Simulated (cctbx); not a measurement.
**CrCd: precision against data quality**

Space group P4/mmm (no. 123), a = 2.8470 Å, b = 2.8470 Å, c = 3.8150 Å, α = 90.00°, β = 90.00°, γ = 90.00°.

| atom | mult. | x | y | z | Ueq (Å²) |
| --- | --- | --- | --- | --- | --- |
| Cd1 | 1 | 0 | 0 | 0 | 0.0083 |
| Cr1 | 1 | 1/2 | 1/2 | 1/2 | 0.0105 |

The model was made for the exercise: a known structure type with other elements put in, its volume estimated, not relaxed; displacement parameters are assumed.

Five simulated data sets (cctbx; Ag Kα, λ = 0.56087 Å; 4 % proportional error) differ in resolution or exposure (noise floor 4 counts in the first three, 8 in the last two). Each is refined with the right model, isotropic at 1.1 Å and anisotropic otherwise. How do the figures of merit and the uncertainties move?

| d min (Å) | top counts | ⟨I/σ⟩ (unmerged, absences included) | unique | param. (scale apart) | Rint | R1 | GooF | largest s.u. xyz (fractional) | s.u. U of Cr1 (Å²) | largest error (Å) |
| --- | --- | --- | --- | --- | --- | --- | --- | --- | --- | --- |
| 1.1 | 40000 | 23.9 | 15 | 2 | 0.025 | 0.0118 | 1.47 | 0.00000 | 0.0010 | 0.0000 |
| 0.84 | 40000 | 23.2 | 30 | 4 | 0.027 | 0.0079 | 0.93 | 0.00000 | 0.0004 | 0.0000 |
| 0.6 | 40000 | 22.0 | 67 | 4 | 0.027 | 0.0078 | 0.98 | 0.00000 | 0.0001 | 0.0000 |
| 0.75 | 300 | 4.5 | 38 | 4 | 0.135 | 0.0363 | 0.90 | 0.00000 | 0.0017 | 0.0000 |
| 0.75 | 3000 | 14.1 | 38 | 4 | 0.043 | 0.0117 | 0.91 | 0.00000 | 0.0004 | 0.0000 |

GooF reaches 1.47 where the model lacks something that the data hold (anisotropy at the isotropic level, for one). The s.u. of U for Cr1 goes 0.0010, 0.0004, 0.0001 Å² with resolution and 0.0017, 0.0004 Å² with exposure.

The 1.1 Å row also differs in its displacement model, so it isn't a clean test of resolution.

Hardware for the 0.6 Å refinement: 0.37 s on 1 thread of Arm Neoverse V2, on a shared host, peak memory 0.09 GiB.
